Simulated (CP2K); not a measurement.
Consider ketene at its PBE geometry (Å).

```xyz
5

C    -0.5428    0.0176   -0.0596
C     0.7646   -0.0237    0.0857
O     1.9341   -0.0614    0.2137
H    -1.0482    0.9770   -0.1295
H    -1.1076   -0.9096   -0.1103
```

Method: CP2K XAS_TDP, all-electron GAPW, PBEh(45%), aug-cc-pVTZ, TDA, GW2X-corrected core level, no relativity.

Q: Where do the C K-edge lines lie, and how strong are they?

Leading lines: C1 287.43 eV and C2 287.49 eV. The leading line of an atom is its first one with 35 % of the strongest within 2.5 eV of its lowest line over the strength cut. Core ionisation energies at this level: C1 290.74 and C2 295.09 eV.

The first six lines of each atom with a strength over 0.0015:

| atom | energy (eV) | states | strength, one atom | above the computed threshold |
| --- | --- | --- | --- | --- |
| C1 (bonded to C and 2 H) | 287.43 | 1 | 0.0365 |  |
|  | 289.36 | 1 | 0.0163 |  |
|  | 289.68 | 1 | 0.0092 |  |
|  | 290.01 | 1 | 0.0092 |  |
|  | 290.67 | 1 | 0.0091 |  |
|  | 291.26 | 1 | 0.0031 | yes |
| C2 (bonded to C and O) | 287.49 | 1 | 0.0762 |  |
|  | 290.41 | 1 | 0.0732 |  |
|  | 295.42 | 1 | 0.0031 | yes |
|  | 295.83 | 1 | 0.0016 | yes |
|  | 298.22 | 1 | 0.0039 | yes |
|  | 299.21 | 1 | 0.0130 | yes |

Lines are vertical, at one geometry, with no vibrational structure. GW2X ionisation energies and lines can be off by 1 to 2 eV either way, and a good line position may hide errors that cancel. These values hold no scalar relativity, about 0.1 eV for C 1s. Rydberg lines, and the discretised continuum above threshold, depend on the basis and the box.

[Banner, clock and machine lines of the logs are left out without a mark of their own.]

[Logs are printed without paths, hosts, clocks, repeated set-up lines and the standing remarks that a program may print on its own settings, such as how far it seeks lower states.]

[Hosts, paths, dates, database ids (printed as entryN), source tags and the programs' standing remarks are cut or masked in the printed files.]
